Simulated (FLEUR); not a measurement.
```
FeClO: which magnetic order is lowest
1.0
     3.30200    0.00000    0.00000
     0.00000    3.78000    0.00000
     0.00000    0.00000    7.91700
Fe Cl O
2 2 2
Direct
  0.50000 0.00000 0.11568
  0.00000 0.50000 0.88432
  0.00000 0.00000 0.33003
  0.50000 0.50000 0.66997
  0.00000 0.00000 0.95168
  0.50000 0.50000 0.04832
# method: PBEsol; all-electron FLAPW, Dirac cores, scalar-relativistic bands
# program: FLEUR MaX-R8.1
# settings of one run: kmax 4.4 1/bohr, gmax 13.2 1/bohr, muffin tin radii Fe: 2.31, Cl: 2.05, O: 1.31 bohr, lmax Fe: [8, 6], Cl: [8, 6], O: [6, 4], hist occupations, smearing width 0.08 eV, mixer Anderson, mixing 0.05, max iterations 130, stop 2.00e-5 me/bohr³, collinear spin, 6×6×6 k-mesh, mesh matched on, starting moments 4 -4 0 0 0 0 μB
# cost: 3 runs, 13 min in all on 4 MPI ranks of Intel Xeon 6975P-C (Granite Rapids), shared host (the runs of this entry)
# notes: Only 3 starts were tried; other patterns of signs, canted and longer-period orders were not.
# lowest state found: antiferromagnetic (initial antiferro +-)
# largest site spin moment: 3.72 μB
# next finished state: ferromagnetic, 121 meV a seeded atom higher
# energy gained by spin polarisation: 708 meV a seeded atom
```

[Logs and program files are shortened in this print: banners, set-up blocks, solver, clock and traceback lines can be left out without a mark of their own.]

[Logs are printed without paths, hosts, clocks, repeated set-up lines and the standing remarks that a program may print on its own settings, such as how far it seeks lower states.]

[Hosts, paths, dates, database ids (printed as entryN), source tags and the programs' standing remarks are cut or masked in the printed files.]

[Where a cell is said to come from a database of computed structures, the database is the Materials Project.]
